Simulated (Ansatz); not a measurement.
# Debugging a many-body input for SrWO4 (I4_1/a)

Aim: the G0W0 gap of SrWO4 (I4_1/a). The first input has a fault.

Calculated with Ansatz 0.2.0; G0W0 on LDA, plane waves, PAW.

## 1. The structure

It takes space group I4_1/a (No. 88, tetragonal). Conventional cell: a = 5.440 Å, b = 5.440 Å, c = 11.940 Å, α = 90.00°, β = 90.00°, γ = 90.00°. Nearest to Sr lie 8 O at 2.58 to 2.62 Å. Nearest to W lie 4 O at 1.80 Å. Nearest to O lie 1 W at 1.80 Å and 2 Sr at 2.58 to 2.62 Å. Farther neighbours and most contacts between anions are not listed.

The cell and positions are those that the Materials Project relaxed with its own functionals (PBE, PBE+U or r2SCAN), kept fixed. Spin-orbit coupling is left out unless a step names it. The default PAW set here is soft_2. Its files were made with PBE.

## 2. First try

Input file input.yaml:

```yaml
crystal:
  lattice:
    - [-2.7201121709, 2.7201121709, 5.9699255756]
    - [2.7201121709, -2.7201121709, 5.9699255756]
    - [2.7201121709, 2.7201121709, -5.9699255756]
  atoms:
    - { symbol: Sr, position: [0.75, 0.25, 0.5] }
    - { symbol: Sr, position: [0.0, 0.0, 0.0] }
    - { symbol: W, position: [0.25, 0.75, 0.5] }
    - { symbol: W, position: [0.5, 0.5, 0.0] }
    - { symbol: O, position: [0.44084291, 0.81857378, 0.09339807] }
    - { symbol: O, position: [0.56857378, 0.97517571, 0.87773087] }
    - { symbol: O, position: [0.09744484, 0.69084291, 0.12226913] }
    - { symbol: O, position: [0.72517571, 0.34744484, 0.90660193] }
    - { symbol: O, position: [0.02482429, 0.90255516, 0.59339807] }
    - { symbol: O, position: [0.65255516, 0.55915709, 0.37773087] }
    - { symbol: O, position: [0.18142622, 0.27482429, 0.62226913] }
    - { symbol: O, position: [0.30915709, 0.43142622, 0.40660193] }
kpoints:
  mp_grid: { grid: [4, 4, 4] }
hamiltonian:
  xc: lda
scf:
  occupations: { method: fixed }
gw:
  n_empty_bands: 186
  ecut_chi: 10
  qp_bands: [v4, c4]
  qp_kpoints: band_edges
  screening: { model: contour_deformation }
```

On the command line:

```console
$ ansatz run input.yaml --threads 3 --pin off --max-ram 92160MiB --backend cuda --events-out ev --progress --plain --runs-dir out --devices 1 --max-vram 13GiB  # rebuilt from the run's record
```

Numbers of over 12 decimals in the logs are rounded to 6 here.

What it wrote:

```text
GPUs: using 1 of 1 available (devices: 1).
Engine: ansatz 0.2.0, x86_64-unknown-linux-gnu
Pseudopotentials: kind: paw
Pseudopotential: Sr, paw, valence charge 10, recommended cutoff 420 eV (normal), Sr.paw.azcp
Pseudopotential: W, paw, valence charge 14, recommended cutoff 420 eV (normal), W.paw.azcp
Pseudopotential: O, paw, valence charge 6, recommended cutoff 420 eV (normal), O.paw.azcp
Functional definition: SPW92
  exchange = slater_x
  correlation = pw_c
device memory: the entry about to start is reckoned to put 4.2 GiB on a device that reports 55.3 GiB free (of which the cap on the GPU budget leaves the run 13.0 GiB)
GPU FFT provider: cuFFT
GPU libraries: cuBLAS 13.8.2, cuFFT 12.4.0, cuSOLVER 12.3.4
Crystal: 12 atoms, lattice volume = 176.686 Å³
Basis set: ecut = 420 eV, 3435 PW (Γ)
Bands: 60, of which v1, the nominal top of the filled ones, is band 48 counted from 1 (47 counted from 0)
Symmetry: 8 space group operations
Space group: I41/a (ITA 88), of the structure as read, at distance tolerance 5.6e-5 Å
k-points: 14 of 64
Non-local potential: Sr, projectors of the file, l = 0: 3, l = 1: 2, l = 2: 2
Non-local potential: W, projectors of the file, l = 0: 3, l = 1: 2, l = 2: 2, l = 3: 1
Non-local potential: O, projectors of the file, l = 0: 2, l = 1: 2, l = 2: 1
PAW form: soft (Blöchl's): semilocal exchange-correlation on the pseudo side does not see the compensation charge
PAW frozen core: Sr, regenerated for the run's functional, and the local potential with it (the file was generated under x = pbe(κ = 0.804, μ = 0.219515), c = pbe(β = 0.066725))
PAW frozen core: W, regenerated for the run's functional, and the local potential with it (the file was generated under x = pbe(κ = 0.804, μ = 0.219515), c = pbe(β = 0.066725))
PAW frozen core: O, regenerated for the run's functional, and the local potential with it (the file was generated under x = pbe(κ = 0.804, μ = 0.219515), c = pbe(β = 0.066725))
PAW one-centre angular grid: Sr, 110 points (default); XC on 64 Gauss nodes
PAW one-centre angular grid: W, 590 points (default); XC on 64 Gauss nodes
PAW one-centre angular grid: O, 110 points (default); XC on 64 Gauss nodes
Initial density: superposition of atomic densities (neutral atoms: chi_scale 0, normalization atom), corrected by the library's trained network
Initial wavefunctions: pseudopotential atomic-orbital guess
GPU buffer pool allocated for 110592 grid points (all kernels)
GPU transforms: local potential and band sums: pruned to the plane-wave sphere, on 48×48×48
Functional: x = slater, c = lda
SCF iter   1: F=—  HF=-31602.612229 eV  |F-HF|=—  |Δ(HF+E_count)|=         —  Δρ=1.77e-2  dr2=5.36e-1  ethr=1.77e-3  ⟨swp⟩=5.1  Hψ=3290  notcnv=0  defer=128
preconditioner: auto → Resta (q_TF=auto, 2.465 Å⁻¹)  ε∞=4.6  [insulator: Δε(μ)=4.120 eV  Ē_g=12.833 eV  n_scr=36 (ndim 8)  ℏωp=24.4 eV  f_vac=0.051  ε∞_Penn≈4.6]
SCF iter   2: F=—  HF=-31602.512484 eV  |F-HF|=—  |Δ(HF+E_count)|=   9.97e-2  Δρ=7.43e-3  dr2=9.36e-2  ethr=5.58e-4  ⟨swp⟩=2.1  Hψ=1401  notcnv=0  defer=123
SCF iter   3: F=—  HF=-31602.494425 eV  |F-HF|=—  |Δ(HF+E_count)|=   1.81e-2  Δρ=2.39e-3  dr2=9.07e-3  ethr=9.75e-5  ⟨swp⟩=2.1  Hψ=1122  notcnv=0  defer=140
SCF iter   4: F=—  HF=-31602.491923 eV  |F-HF|=—  |Δ(HF+E_count)|=   2.50e-3  Δρ=4.03e-4  dr2=3.04e-4  ethr=9.45e-6  ⟨swp⟩=3.0  Hψ=1120  notcnv=0  defer=140
SCF iter   5: F=—  HF=-31602.491919 eV  |F-HF|=—  |Δ(HF+E_count)|=   4.61e-6  Δρ=7.94e-5  dr2=1.53e-5  ethr=3.17e-7  ⟨swp⟩=2.1  Hψ=1034  notcnv=0  defer=140
SCF iter   6: F=—  HF=-31602.491921 eV  |F-HF|=—  |Δ(HF+E_count)|=   2.50e-6  Δρ=2.35e-5  dr2=1.13e-6  ethr=1.60e-8  ⟨swp⟩=2.5  Hψ=1374  notcnv=0  defer=116
SCF iter   7: F=-31602.491921 eV  HF=-31602.491921 eV  |F-HF|=7.30e-9  |Δ(HF+E_count)|=   8.92e-8  Δρ=4.82e-6  dr2=5.22e-8  ethr=1.04e-10  ⟨swp⟩=13.1  Hψ=4034  notcnv=0
SCF 1 converged in 7 iterations: F = -31602.491921 eV  dr2 = 5.22e-8
[...]
device memory: the entry about to start is reckoned to put 5.3 GiB (of the 5.4 GiB reckoned in all, the device holds 0.1 GiB already) on a device that reports 55.9 GiB free (of which the cap on the GPU budget leaves the run 12.9 GiB)
NSCF: frozen V_eff on 14 k-points
[...]
device memory: the entry about to start is reckoned to put 4.3 GiB on a device that reports 56.0 GiB free (of which the cap on the GPU budget leaves the run 13.0 GiB)
NSCF: frozen V_eff on 14 k-points
G₀W₀ screening: q 1/14
[... further progress lines ...]
device memory: the entry about to start is reckoned to put 1.3 GiB on a device that reports 54.7 GiB free (of which the cap on the GPU budget leaves the run 13.0 GiB)
NSCF: frozen V_eff on 1 k-points
device memory: the entry about to start is reckoned to put 1.2 GiB on a device that reports 54.7 GiB free (of which the cap on the GPU budget leaves the run 13.0 GiB)
NSCF: frozen V_eff on 1 k-points
SCF converged after 7 iterations
Free energy (F): -31602.491921 eV
Harris-Foulkes:  -31602.491921 eV  (|F-HF|=7.30e-9)
Internal energy: -31602.491921 eV  (E = F + TS)
E sigma→0 (E₀):  -31602.491921 eV
Fermi energy:    6.167227 eV
--- Per-component energies (eV) ---
  E_band       = -797.058169
  E_kinetic    = 2770.744106
  E_local      = -6775.917119  (includes V_loc(G=0)·N_el)
  E_nonlocal   = 822.100726
  E_hartree    = 2281.418010
  E_xc         = -1446.636570
  E_vxc        = -1538.498149  (∫ρ·V_xc dr)
  E_paw        = -22988.220614  (= ΣΔE_a)
  E_vpaw       = -638.345415  (= ΣTr[D̂ρ^β])
  E_aug_tail   = 0.019861  (compensation charges beyond the density's cutoff)
  E_ewald      = -6267.930270
  E_core_change = 1.929949  (= ΣΔE_core)
  E_smearing   = -0.000000  (= −TS)
  E_closure    = 0.000000  (closes the sum)
  Σ components = -31602.491921   (vs F -31602.491921, Δ=0.00e0)
--- Band table (eV; the first three rows and the last of 14) ---
  k-point 0: bands = [... 44 lower, 5.4406, 5.8559, 6.1672, 6.1672, 10.5025, 10.8718, 11.1029, 11.1868, ... 8 higher]
  k-point 1: bands = [... 44 lower, 5.7306, 5.7515, 5.7754, 6.0366, 10.6754, 10.9713, 11.0047, 11.2848, ... 8 higher]
  k-point 2: bands = [... 44 lower, 5.7384, 5.7384, 5.7937, 5.7937, 10.7190, 10.7190, 11.1987, 11.1987, ... 8 higher]
  k-point 13: bands = [... 44 lower, 5.8252, 5.8252, 6.0866, 6.0866, 10.6081, 10.6081, 10.8963, 10.8963, ... 8 higher]
--- G₀W₀: contour deformation, 6 samples at zero and on the imaginary axis and 0 off it, 64 q-points, 186 empty bands' worth ---
  eigenvalues of the whole cell's RPA ε∞ on this k-mesh (on a slab, of 1 + 4πα/V) = 3.8598, 3.8598, 4.0925; static W/v taken at q = 0 is 0.254784
  bands read: the sum over 234 bands ends inside a degenerate multiplet in 1 slot, whose members it reads at an even weight; the widest, k=0: bands 234 to 235 (counted from 1) at 1/2 each
  gw.qp_kpoints: band_edges: 14 of 14 stored k-points solved, in 1 pass; an edge of the gap read off the rows below is read off those points alone
    ik  band        ε_KS         Σx   Σc(E_QP)       V_xc       Z   E_QP_lin       E_QP  E_QP is
     0    45      5.4406   -25.1477     3.7310   -20.2208  0.8264     4.2269     4.2448  root
     0    46      5.8559   -25.3955     3.6246   -20.4698  0.8291     4.5348     4.5549  root
     0    47      6.1672   -25.7519     3.6352   -20.8418  0.8307     4.8737     4.8924  root
     0    48      6.1672   -25.7519     3.6352   -20.8418  0.8307     4.8737     4.8924  root
     0    49     10.5025   -14.9513    -3.5691   -20.8230  0.8420    12.8652    12.8052  root
     0    50     10.8718   -15.3188    -3.5353   -21.1376  0.8413    13.2154    13.1553  root
     0    51     11.1029   -15.3338    -3.6019   -21.0448  0.8368    13.2662    13.2120  root
     0    52     11.1868   -16.1885    -3.5198   -21.9705  0.8382    13.5109    13.4491  root
     1    45      5.7306   -25.2498     3.6649   -20.2856  0.8279     4.4108     4.4314  root
     1    46      5.7515   -25.5000     3.6734   -20.5696  0.8290     4.4756     4.4945  root
     1    47      5.7754   -25.2992     3.6803   -20.3136  0.8280     4.4494     4.4702  root
     1    48      6.0366   -25.5767     3.6517   -20.6397  0.8295     4.7319     4.7513  root
     1    49     10.6754   -15.3402    -3.5389   -21.1306  0.8404    12.9853    12.9269  root
     1    50     10.9713   -16.0314    -3.5360   -21.7834  0.8375    13.2467    13.1874  root
[...]
13    48      6.0866   -25.6787     3.6524   -20.7629  0.8304     4.8046     4.8231  root
    13    49     10.6081   -14.5090    -3.5507   -20.2813  0.8427    12.8844    12.8297  root
    13    50     10.6081   -14.5090    -3.5507   -20.2813  0.8427    12.8844    12.8297  root
    13    51     10.8963   -15.5232    -3.5152   -21.3128  0.8410    13.2300    13.1707  root
    13    52     10.8963   -15.5232    -3.5152   -21.3128  0.8410    13.2300    13.1707  root
```

It took 31 s on 1 × NVIDIA H100 80GB HBM3 (shared by 6 runs) with 3 threads of AMD EPYC 7R13 (Zen 3), shared host; peak memory 1.3 GiB; 45 s of CPU time.

The column dr2 measures how far the density is from self-consistency, as an energy; F and HF (Harris–Foulkes) agree once it is small.

**What went wrong?**

The run ended normally, though the input holds a fault or crude settings.

The fault: screening cutoff of a few eV. Such a cutoff keeps only a few plane waves in the dielectric matrix, so local fields and the Coulomb hole are lost.

It printed a gap of 7.91 eV, which is an artefact of the settings.

## 3. A better input

Now the one-shot GW correction: screening in the RPA, then the self-energy of the levels asked for.

input.yaml: that of step 2 with these lines changed.

```diff
@@ -25,4 +25,4 @@
 gw:
-  n_empty_bands: 186
-  ecut_chi: 10
+  n_empty_bands: 159
+  ecut_chi: 54
   qp_bands: [v4, c4]
```

What it wrote:

```text
GPUs: using 1 of 1 available (devices: 1).
[...]
GPU FFT provider: cuFFT
GPU libraries: cuBLAS 13.8.2, cuFFT 12.4.0, cuSOLVER 12.3.4
Crystal: 12 atoms, lattice volume = 176.686 Å³
Basis set: ecut = 420 eV, 3435 PW (Γ)
Bands: 60, of which v1, the nominal top of the filled ones, is band 48 counted from 1 (47 counted from 0)
[... 1 set-up line as in the run before ...]
[...]
k-points: 14 of 64
[...]
GPU buffer pool allocated for 110592 grid points (all kernels)
[...]
SCF iter   1: F=—  HF=-31602.612229 eV  |F-HF|=—  |Δ(HF+E_count)|=         —  Δρ=1.77e-2  dr2=5.36e-1  ethr=1.77e-3  ⟨swp⟩=5.1  Hψ=3290  notcnv=0  defer=128
[...]
SCF iter   7: F=-31602.491921 eV  HF=-31602.491921 eV  |F-HF|=7.30e-9  |Δ(HF+E_count)|=   8.92e-8  Δρ=4.82e-6  dr2=5.22e-8  ethr=1.04e-10  ⟨swp⟩=13.1  Hψ=4034  notcnv=0
SCF 1 converged in 7 iterations: F = -31602.491921 eV  dr2 = 5.22e-8
[...]
0    45      5.4406   -25.1477     4.5338   -20.2208  0.7618     5.0454     5.0475  root
     0    46      5.8559   -25.3955     4.5779   -20.4698  0.7615     5.5066     5.5081  root
     0    47      6.1672   -25.7519     4.5869   -20.8418  0.7622     5.8427     5.8440  root
     0    48      6.1672   -25.7519     4.5869   -20.8418  0.7622     5.8427     5.8440  root
     0    49     10.5025   -14.9513    -3.8203   -20.8230  0.8082    12.6001    12.5540  root
     0    50     10.8718   -15.3188    -3.7479   -21.1376  0.8068    12.9905    12.9427  root
     0    51     11.1029   -15.3338    -3.6585   -21.0448  0.7994    13.2058    13.1554  root
     0    52     11.1868   -16.1885    -3.6362   -21.9705  0.8000    13.3870    13.3326  root
[...]
13    49     10.6081   -14.5090    -3.7615   -20.2813  0.8099    12.6624    12.6190  root
    13    50     10.6081   -14.5090    -3.7615   -20.2813  0.8099    12.6624    12.6190  root
    13    51     10.8963   -15.5232    -3.6990   -21.3128  0.8055    13.0357    12.9869  root
    13    52     10.8963   -15.5232    -3.6990   -21.3128  0.8055    13.0357    12.9869  root
[key lines of the parts left out:]
SCF converged after 7 iterations
Free energy (F): -31602.491921 eV
Fermi energy:    6.167227 eV
```

Wall time 14 s (1 × NVIDIA H100 80GB HBM3 (shared by 6 runs) with 3 threads); peak memory 1.3 GiB.

This step gave:

| Quantity | Value |
| --- | --- |
| bands summed | 207 |
| RPA ε∞ on this mesh (eigenvalues) | 3.486, 3.486, 3.539 |
| plane waves in the screening matrix | 155 |
| q-points in the mesh | 64 |
| G0W0 gap on the mesh | 6.710 eV |
| k of the valence top | 0, 0, 0 |
| k of the conduction bottom | 0, 0, 0 |
| starting gap on the mesh | 4.335 eV |
| Z at the valence top | 0.7622 |
| Z at the conduction bottom | 0.8082 |
| least direct G0W0 gap on the computed points | 6.710 eV |

The gap on the mesh goes from 4.34 eV to 6.71 eV, a correction of +2.37 eV. Between the two edge states, bare exchange in place of the xc potential would open the gap by 10.78 eV, and correlation takes back 8.41 eV.

## 4. Results

```json
{
  "first try": "converged after 31 s",
  "better run": "G0W0 gap on the mesh 6.71 eV (4×4×4 mesh, 159 empty bands, screening to 54 eV)"
}
```

What this shows: The second run differs in: empty bands and screening cutoff (eV). Bands and cutoff are finite, so the gap is not at the basis limit. The miss can reach some tenths of an eV and take either sign; the mesh is an error of its own. The many-body steps are scalar-relativistic: spin-orbit coupling is not in them.

[Paths, hosts, dates, memory and timing lines, banners, echoed tables and standing remarks are left out of the program output.]

[Logs are printed without paths, hosts, clocks, repeated set-up lines and the standing remarks that a program may print on its own settings, such as how far it seeks lower states.]

[Runs of the session that timed out or met a known fault of the program may be left out.]

[Cells called generated may have been cut or substituted from an entry of the Crystallography Open Database or the Materials Project.]

[Hosts, paths, dates, database ids (printed as entryN), source tags and the programs' standing remarks are cut or masked in the printed files.]
